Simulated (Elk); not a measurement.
# Optical response of BAs

Aim: the dielectric function of BAs, and the optical constants that follow from it.

Method: DFT, LDA, all-electron APW+lo, Dirac cores, scalar-relativistic bands, independent-particle optical response without local fields, in Elk 11.2.3 (patched build).

**1. Starting point**

The structure is cubic, space group F-43m (No. 216). The conventional cell has a = 4.777 Å, b = 4.777 Å, c = 4.777 Å, α = 90.00°, β = 90.00°, γ = 90.00°. As has 4 B at 2.07 Å nearest. Nearest to B lie 4 As at 2.07 Å. Farther neighbours are not listed.

As a file:

```cif
data_structure
_symmetry_space_group_name_H-M 'P 1'
_symmetry_Int_Tables_number 1
_cell_length_a 3.3778
_cell_length_b 3.3778
_cell_length_c 3.3778
_cell_angle_alpha 60.000
_cell_angle_beta 60.000
_cell_angle_gamma 60.000
_cell_volume 27.25
loop_
_atom_site_label
_atom_site_type_symbol
_atom_site_fract_x
_atom_site_fract_y
_atom_site_fract_z
_atom_site_occupancy
As1 As 0.75000 0.75000 0.75000 1
B2 B 0.00000 0.00000 0.00000 1
```

**2. Ground state**

The self-consistent density comes first; it also tells whether there is a gap, which decides the occupations and the need for a Drude term.

This step: DFT, LDA, all-electron APW+lo, Dirac cores, scalar-relativistic bands, ground state (Elk 11.2.3 (patched build)).

elk.in

```
tasks
  0
  120

xctype
  3

nempty
  12

lorbcnd
  .true.

rgkmax
  7.0

swidth
  0.0018375

maxscl
  100

epsengy
  1e-05

sppath
  './'

avec
  0.000000000000 4.513610848669 4.513610848669
  4.513610848669 0.000000000000 4.513610848669
  4.513610848669 4.513610848669 0.000000000000

atoms
  2
  'As.in'
  1
  0.750000000000 0.750000000000 0.750000000000   0.000 0.000 0.000
  'B.in'
  1
  0.000000000000 0.000000000000 0.000000000000   0.000 0.000 0.000

ngridk
  11 11 11
```

Launch:

```bash
$ OMP_NUM_THREADS=4 elk
```

Numbers of over 12 decimals in the logs are rounded to 6 here.

The log of the run:

```text
┌─────────────────────────┐
│ Elk code version 11.2.3 │
└─────────────────────────┘

All units are atomic (Hartree, Bohr, etc.)

┌─────────────────────────────────────────────────┐
│ Ground-state run starting from atomic densities │
└─────────────────────────────────────────────────┘

Lattice vectors :
   0.000000000       4.513610849       4.513610849
   4.513610849       0.000000000       4.513610849
   4.513610849       4.513610849       0.000000000

Reciprocal lattice vectors :
 -0.6960264761      0.6960264761      0.6960264761
  0.6960264761     -0.6960264761      0.6960264761
  0.6960264761      0.6960264761     -0.6960264761

Unit cell volume      :    183.9087250
Brillouin zone volume :    1.348768055

Muffin-tin inner radius fraction :   0.1000000000E-01

Nuclei treated as point charges

Species : 1 (As)
 parameters loaded from : As.in
 name : arsenic
 nuclear charge    :   -33.00000000
 electronic charge :    33.00000000
 atomic mass :    136573.7220
 muffin-tin radius :    2.205086662
 number of radial points in muffin-tin :    497
 inner part over the whole radius :   0.9951774363E-02
 number on inner part of muffin-tin    :    351
 approximate nuclear radius :   0.7712558785E-04
 number of mesh points to nuclear radius :    172
 atomic positions (lattice), magnetic fields (Cartesian) :
  1 :   0.00000000  0.00000000  0.00000000    0.00000000  0.00000000  0.00000000

Species : 2 (B)
 parameters loaded from : B.in
 name : boron
 nuclear charge    :   -5.000000000
 electronic charge :    5.000000000
 atomic mass :    19707.24742
 muffin-tin radius :    1.653814996
 number of radial points in muffin-tin :    297
 inner part over the whole radius :   0.9742050211E-02
 number on inner part of muffin-tin    :    202
 approximate nuclear radius :   0.4534157419E-04
 number of mesh points to nuclear radius :     82
 atomic positions (lattice), magnetic fields (Cartesian) :
  1 :   0.25000000  0.25000000  0.25000000    0.00000000  0.00000000  0.00000000

Total number of atoms per unit cell :    2
Total muffin-tin volume :    63.85972064
 ratio of muffin-tin to unit cell volume :   0.3472359488

Spin treatment :
 spin-unpolarised

Number of Bravais lattice symmetries :   48
Number of crystal symmetries         :   24
Crystal has no inversion symmetry
Complex Hermitian eigensolver will be used

k-point grid :     11    11    11
k-point offset :    0.000000000       0.000000000       0.000000000
k-point set is reduced with full crystal symmetry group
Total number of k-points :       91

Muffin-tin radius times maximum |G+k| :    7.000000000
 using average radius
Maximum |G+k| for APW functions       :    3.627975326
Maximum (1/2)|G+k|²                   :    6.581102483
Maximum |G| for potential and density :    12.00000000
Constant for pseudocharge density :    7
 order of it for each species :   14  14
 order of it for pair densities of each species (exact exchange by exxq0 0: 14) :   13   5
Radial integration step length :    1

G-vector grid sizes :     25    25    25
Number of G-vectors :     5329

Maximum angular momentum used for
 APW functions            :    8
 outer part of muffin-tin :    6
 inner part of muffin-tin :    2

Total nuclear charge    :   -38.00000000
Total core charge       :    20.00000000
Total valence charge    :    18.00000000
Total excess charge     :    0.000000000
Total electronic charge :    38.00000000

Effective Wigner radius, rₛ :    1.049325055

Number of empty states         :     24
Total number of valence states :     34
Total number of core states    :     20

Conduction state local-orbitals added automatically
Third-order local-orbitals added for an l without core states : F
Total number of local-orbitals :    117

Exchange-correlation functional :      3     0     0
 Perdew-Wang/Ceperley-Alder, Phys. Rev. B 45, 13244 (1992)
 gradient requirement :    0
 local density approximation (LDA)

Smearing type :    3
 Fermi-Dirac
Smearing width :   0.1837500000E-02
Effective electronic temperature (K) :    580.2366081

Mixing type :    3
 Broyden mixing, J. Phys. A: Math. Gen. 17, L317 (1984)

Kohn-Sham potential initialised from atomic data

┌──────────────────────────────┐
│ Self-consistent loop started │
└──────────────────────────────┘

┌─────────────────┐
│ Loop number : 1 │
└─────────────────┘

Energies :
 Fermi                       :     0.182694
 sum of occupied eigenvalues :     -1316.2236265700
 electron kinetic            :      2331.0733164192
 core electron kinetic       :      2146.8030562159
 Coulomb                     :     -4529.4423225928
 Coulomb potential           :     -3534.1505616062
 nuclear-nuclear             :     -297.55420444288
 electron-nuclear            :     -4934.9458664023
 Hartree                     :      703.05774825232
 Madelung                    :     -2762.3670417897
 xc potential                :     -113.14638138302
 exchange                    :     -81.320898746072
 correlation                 :     -3.298348
 electron entropic           :    -0.62013696793190E-11
 total energy                :     -2282.9882528927

Density of states at Fermi energy :   0.9480098097E-07
 (states/Hartree/unit cell)

Estimated indirect band gap :   0.6793508119E-01
 from k-point 1 to k-point 39
Estimated direct band gap   :   0.1452297942
 at k-point 1

Charges :
 core                        :    20.00000000
 valence                     :    18.00000000
 interstitial                :    3.129203929
 muffin-tins (core leakage)
  species : 1 (As)
   atom 1                    :    30.97267450     (  0.4986476714E-03)
  species : 2 (B)
   atom 1                    :    3.898121575     (  0.1998277797E-03)
 total in muffin-tins        :    34.87079607
 total calculated charge     :    37.99978458
 total charge                :    38.00000000
 error                       :   0.2154155559E-03

┌─────────────────┐
│ Loop number : 2 │
└─────────────────┘

Energies :
 Fermi                       :     0.184068
 sum of occupied eigenvalues :     -1316.2111559051
 electron kinetic            :      2330.9750756599
 core electron kinetic       :      2146.7355178609
 Coulomb                     :     -4529.4764903724
 Coulomb potential           :     -3534.1248439170
 nuclear-nuclear             :     -297.55420444288
 electron-nuclear            :     -4935.0392534961
 Hartree                     :      703.11696756652
 Madelung                    :     -2762.4140684139
 xc potential                :     -113.06138764800
 exchange                    :     -81.322134360885
 correlation                 :     -3.298347
 electron entropic           :    -0.67562208438023E-11
 total energy                :     -2283.1218958902

Density of states at Fermi energy :   0.1035505812E-06
 (states/Hartree/unit cell)

Estimated indirect band gap :   0.6746628223E-01
 from k-point 1 to k-point 39
Estimated direct band gap   :   0.1446568299
 at k-point 1

Charges :
 core                        :    20.00000000
 valence                     :    18.00000000
 interstitial                :    3.130243480
 muffin-tins (core leakage)
  species : 1 (As)
   atom 1                    :    30.97776364     (  0.4982268762E-03)
  species : 2 (B)
   atom 1                    :    3.891992883     (  0.1999548468E-03)
 total in muffin-tins        :    34.86975652
 total calculated charge     :    37.99978218
 total charge                :    38.00000000
 error                       :   0.2178159179E-03

RMS change in Kohn-Sham potential (target) :   0.1349361883     (  0.1000000000E-05)
Absolute change in total energy (target)   :   0.1336429975     (  0.1000000000E-04)

[... 12 loops left out ...]

┌──────────────────┐
│ Loop number : 15 │
└──────────────────┘

Energies :
 Fermi                       :     0.301180
 sum of occupied eigenvalues :     -1312.8823552774
 electron kinetic            :      2332.3640975842
 core electron kinetic       :      2146.9875916770
 Coulomb                     :     -4530.4180708544
 Coulomb potential           :     -3533.1599501673
 nuclear-nuclear             :     -297.55420444288
 electron-nuclear            :     -4937.8842862235
 Hartree                     :      705.02041981198
 Madelung                    :     -2763.8380957708
 xc potential                :     -112.08650269430
 exchange                    :     -81.345749184851
 correlation                 :     -3.297452
 electron entropic           :    -0.33127612810696E-08
 total energy                :     -2282.6971742494

Density of states at Fermi energy :   0.7576832887E-04
 (states/Hartree/unit cell)

Estimated indirect band gap :   0.4279670970E-01
 from k-point 1 to k-point 39
Estimated direct band gap   :   0.1197021543
 at k-point 1

Charges :
 core                        :    20.00000000
 valence                     :    18.00000000
 interstitial                :    3.214516955
 muffin-tins (core leakage)
  species : 1 (As)
   atom 1                    :    31.16876831     (  0.4809187560E-03)
  species : 2 (B)
   atom 1                    :    3.616714731     (  0.2000162202E-03)
 total in muffin-tins        :    34.78548304
 total calculated charge     :    37.99966077
 total charge                :    38.00000000
 error                       :   0.3392326108E-03

RMS change in Kohn-Sham potential (target) :   0.1973043906E-07 (  0.1000000000E-05)
Absolute change in total energy (target)   :   0.6485568974E-05 (  0.1000000000E-04)

Convergence targets achieved

┌──────────────────┐
│ Loop number : 16 │
└──────────────────┘

Energies :
 Fermi                       :     0.301180
 sum of occupied eigenvalues :     -1312.8823555001
 electron kinetic            :      2332.3640969275
 core electron kinetic       :      2146.9875911419
 Coulomb                     :     -4530.4180707064
 Coulomb potential           :     -3533.1599497061
 nuclear-nuclear             :     -297.55420444288
 electron-nuclear            :     -4937.8842864119
 Hartree                     :      705.02042014830
 Madelung                    :     -2763.8380958534
 xc potential                :     -112.08650272156
 exchange                    :     -81.345749196866
 correlation                 :     -3.297452
 electron entropic           :    -0.33127501228725E-08
 total energy                :     -2282.6971747713

Density of states at Fermi energy :   0.7576805250E-04
 (states/Hartree/unit cell)

Estimated indirect band gap :   0.4279672282E-01
 from k-point 1 to k-point 39
Estimated direct band gap   :   0.1197021609
 at k-point 1

Charges :
 core                        :    20.00000000
 valence                     :    18.00000000
 interstitial                :    3.214516882
 muffin-tins (core leakage)
  species : 1 (As)
   atom 1                    :    31.16876837     (  0.4809187480E-03)
  species : 2 (B)
   atom 1                    :    3.616714749     (  0.2000162152E-03)
 total in muffin-tins        :    34.78548312
 total calculated charge     :    37.99966077
 total charge                :    38.00000000
 error                       :   0.3392325554E-03

┌──────────────────────────────┐
│ Self-consistent loop stopped │
└──────────────────────────────┘

Warning : core states of species 1 leak from the muffin-tin :   0.4809187480E-03

Warning : core states of species 2 leak from the muffin-tin :   0.2000162152E-03

Wrote STATE.OUT
```

Run time: 15 s. Hardware: 4 threads of Arm Neoverse V1, shared host; peak memory 0.08 GiB.

Read-outs, printed or worked out from the files:

```
total energy           : -2283 Ha
Fermi energy           : 8.196 eV
DOS at the Fermi level : 2.78e-6 states/eV/cell
gap on the k-mesh      : 1.165 eV
direct gap on the mesh : 3.257 eV
```

There is a gap, 1.16 eV on this mesh (points off the mesh can give less), so no carriers' term is needed.

**3. Independent particles**

With the density converged, the vertical transitions are summed over the zone.

This step: DFT, LDA, all-electron APW+lo, Dirac cores, scalar-relativistic bands, independent-particle optical response without local fields (Elk 11.2.3 (patched build)).

Edit elk.in of step 2 so:

```diff
@@ -1,4 +1,6 @@
 tasks
-  0
-  120
+  121
+
+optcomp
+  1 1
 
@@ -17,9 +19,7 @@
 swidth
-  0.0018375
+  0.0055124
 
-maxscl
-  100
-
-epsengy
-  1e-05
+wplot
+  400 100 0
+  0.0 0.58799
```

Launch:

```bash
$ OMP_NUM_THREADS=4 elk
```

The log of the run:

```text
┌─────────────────────────────────┐
│ Elk code version 11.2.3 started │
└─────────────────────────────────┘

┌────────────────────┐
│ Current task : 121 │
└────────────────────┘
Info(checkmt): changed muffin-tin radius of species 1 (As) from   2.4000 to   2.2051
Info(checkmt): changed muffin-tin radius of species 2 (B) from   1.8000 to   1.6538

Info(findsymcrys): atomic basis shift (lattice) :
  0.2500000000      0.2500000000      0.2500000000
See GEOMETRY.OUT for new atomic positions

Info(dielectric):
 dielectric tensor written to EPSILON_ij.OUT
 optical conductivity written to SIGMA_ij.OUT
 for components
  i = 1, j = 1

┌──────────────────┐
│ Elk code stopped │
└──────────────────┘
```

Elapsed: 1.4 s, on 4 threads; peak memory 0.04 GiB; 5.4 s of CPU time.

Read-outs, printed or worked out from the files:

| Property | Result |
| --- | --- |
| electronic dielectric constant ε∞, mean over x, y and z (by symmetry where fewer were run) | 10.23 |
| main peak of Im epsilon, first axis | 5.465 eV |

The Im ε, E ∥ x has structure finer than the step of the table below, so its rows give means over 0.5 eV, whole bins alone (the curve runs from 0 to 16.0 eV). Peaks (eV: height): 5.48: 32.3, 6.60: 22.6.

Values under the direct gap are tails of Lorentzian lines. Table of Im ε, E ∥ x by photon energy; means over each step:

photon energy (eV), Im ε, E ∥ x and a bar:
```
      0.5        0.0 
      1.0        0.1 
      1.5        0.2 
      2.0        0.3 
      2.5        0.5 #
      3.0        1.3 #
      3.5        4.7 #####
      4.0       10.7 ############
      4.5       13.3 ###############
      5.0       19.8 ######################
      5.5       27.4 ##############################
      6.0       15.7 #################
      6.5       18.6 ####################
      7.0       13.2 ##############
      7.5        7.7 ########
      8.0        4.6 #####
      8.5        3.6 ####
      9.0        3.6 ####
      9.5        3.9 ####
     10.0        2.7 ###
     10.5        1.8 ##
     11.0        1.5 ##
     11.5        1.3 #
     12.0        1.7 ##
     12.5        1.3 #
     13.0        1.1 #
     13.5        1.0 #
     14.0        1.0 #
     14.5        0.9 #
     15.0        0.7 #
     15.5        0.6 #
```

Re ε, E ∥ x against photon energy:

| photon energy (eV) | Re ε, E ∥ x |
| --- | --- |
| 0.0 | 10.2 |
| 0.5 | 10.3 |
| 1.0 | 10.6 |
| 1.5 | 11.0 |
| 2.0 | 11.8 |
| 2.5 | 13.1 |
| 3.0 | 15.4 |
| 3.5 | 18.8 |
| 4.0 | 17.4 |
| 4.5 | 15.8 |
| 5.0 | 16.4 |
| 5.5 | 0.163 |
| 6.0 | -3.52 |
| 6.5 | 1.34 |
| 7.0 | -9.14 |
| 7.5 | -8.00 |
| 8.0 | -6.27 |
| 8.5 | -4.87 |
| 9.0 | -3.36 |
| 9.5 | -4.24 |
| 10.0 | -3.78 |
| 10.5 | -3.33 |
| 11.0 | -2.24 |
| 11.5 | -2.01 |
| 12.0 | -1.74 |
| 12.5 | -1.77 |
| 13.0 | -1.43 |
| 13.5 | -1.35 |
| 14.0 | -1.02 |
| 14.5 | -1.11 |
| 15.0 | -1.00 |
| 15.5 | -0.841 |

Table of reflectivity at normal incidence, E ∥ x by photon energy; read off at these points:

| photon energy (eV) | reflectivity at normal incidence, E ∥ x (%) |
| --- | --- |
| 0.00 | 27.4 |
| 0.50 | 27.6 |
| 1.00 | 28.0 |
| 1.50 | 28.9 |
| 2.00 | 30.2 |
| 2.50 | 32.1 |
| 3.00 | 35.4 |
| 3.50 | 40.0 |
| 4.00 | 42.1 |
| 4.50 | 43.3 |
| 5.00 | 50.0 |
| 5.50 | 60.8 |
| 5.60 | 62.1 |
| 6.00 | 54.8 |
| 6.50 | 52.8 |
| 7.00 | 64.2 |
| 7.50 | 66.1 |
| 7.84 | 70.7 |
| 8.00 | 68.1 |
| 8.50 | 64.5 |
| 9.00 | 54.1 |
| 9.50 | 59.0 |
| 10.00 | 61.0 |
| 10.50 | 66.0 |
| 10.60 | 67.3 |
| 11.00 | 58.9 |
| 11.50 | 59.8 |
| 12.00 | 48.7 |
| 12.50 | 56.6 |
| 13.00 | 53.2 |
| 13.50 | 53.3 |
| 14.00 | 45.8 |
| 14.50 | 48.7 |
| 15.00 | 51.3 |
| 15.50 | 53.1 |
| 15.60 | 55.3 |

Refractive index n and extinction k against photon energy:

| photon energy (eV) | n | k |
| --- | --- | --- |
| 0.0 | 3.20 | 0 |
| 0.5 | 3.21 | 0.00774 |
| 1.0 | 3.25 | 0.0164 |
| 1.5 | 3.32 | 0.0272 |
| 2.0 | 3.44 | 0.0426 |
| 2.5 | 3.62 | 0.0697 |
| 3.0 | 3.93 | 0.148 |
| 3.5 | 4.37 | 0.526 |
| 4.0 | 4.34 | 1.21 |
| 4.5 | 4.26 | 1.55 |
| 5.0 | 4.66 | 2.29 |
| 5.5 | 3.99 | 3.98 |
| 6.0 | 2.54 | 3.16 |
| 6.5 | 3.29 | 3.08 |
| 7.0 | 1.86 | 3.55 |
| 7.5 | 1.23 | 3.08 |
| 8.0 | 0.819 | 2.64 |
| 8.5 | 0.758 | 2.33 |
| 9.0 | 0.877 | 2.03 |
| 9.5 | 0.873 | 2.24 |
| 10.0 | 0.696 | 2.06 |
| 10.5 | 0.494 | 1.89 |
| 11.0 | 0.479 | 1.57 |
| 11.5 | 0.424 | 1.48 |
| 12.0 | 0.597 | 1.45 |
| 12.5 | 0.437 | 1.40 |
| 13.0 | 0.427 | 1.27 |
| 13.5 | 0.408 | 1.23 |
| 14.0 | 0.451 | 1.11 |
| 14.5 | 0.426 | 1.13 |
| 15.0 | 0.365 | 1.07 |
| 15.5 | 0.312 | 0.969 |

Values under the direct gap are tails of Lorentzian lines. Table of loss function −Im 1/ε at q → 0, E ∥ x by energy loss; read off at these points:

energy loss (eV), loss function −Im 1/ε at q → 0, E ∥ x and a bar:
```
     0.00      0.000 
     0.50      0.000 
     1.00      0.001 
     1.50      0.001 
     2.00      0.002 
     2.50      0.003 
     3.00      0.005 
     3.50      0.012 
     4.00      0.026 #
     4.50      0.031 #
     5.00      0.029 #
     5.50      0.031 #
     6.00      0.059 ##
     6.50      0.049 ##
     7.00      0.051 ##
     7.50      0.062 ##
     8.00      0.074 ###
     8.50      0.098 ###
     9.00      0.149 #####
     9.50      0.118 ####
    10.00      0.128 #####
    10.50      0.128 #####
    11.00      0.206 #######
    11.50      0.224 ########
    11.76      0.349 ############
    12.00      0.287 ##########
    12.50      0.264 #########
    13.00      0.336 ############
    13.50      0.355 #############
    14.00      0.491 #################
    14.50      0.448 ################
    15.00      0.482 #################
    15.50      0.564 ####################
    15.88      0.843 ##############################
```

At chosen wavelengths:

| wavelength (nm) | n | k | R (%) | 1/α |
| --- | --- | --- | --- | --- |
| 1550 | 3.23 | 0.013 | 27.8 | 9.7 µm |
| 1064 | 3.27 | 0.020 | 28.3 | 4.3 µm |
| 800 | 3.33 | 0.028 | 29.0 | 2.2 µm |
| 633 | 3.42 | 0.041 | 30.0 | 1.2 µm |
| 532 | 3.55 | 0.058 | 31.4 | 726 nm |
| 405 | 3.99 | 0.173 | 36.0 | 186 nm |
| 365 | 4.27 | 0.389 | 38.9 | 75 nm |

Below the direct gap, k and the depth come from the tails of the Lorentzian lines, not from transitions.

Rows near the edge hang on the gap, which this functional as a rule makes too small, and phonon-assisted absorption is left out.

**4. Results**

```json
{
  "electronic dielectric constant ε∞, mean over x, y and z (by symmetry where fewer were run) (independent particles)": "10.2",
  "main peak of Im epsilon, first axis": "5.47 eV"
}
```

**Reading.** At this level (LDA, independent particles) BAs has ε∞ = 10.2 and n = 3.23 at 1550 nm, and Im ε peaks at 5.5 eV. On the mesh the gap is 1.16 eV and the least direct gap 3.26 eV, so on this mesh the band edges lie at different points. Distinct maxima of Im ε, read by a parabola through the highest points, lie at 5.47 eV (32), 6.60 eV (23) and 9.35 eV (4.7). Excitons and phonon-assisted transitions are missing, and so are local fields; LDA gaps are as a rule too small, which pulls the onset down and ε∞ up. The sum runs over mesh points, so small or evenly spaced maxima can still be ripples of the mesh.

[Machine, clock and banner lines and Python warnings are left out of the logs.]

[Logs are printed without paths, hosts, clocks, repeated set-up lines and the standing remarks that a program may print on its own settings, such as how far it seeks lower states.]

[Hosts, paths, dates, database ids (printed as entryN), source tags and the programs' standing remarks are cut or masked in the printed files.]
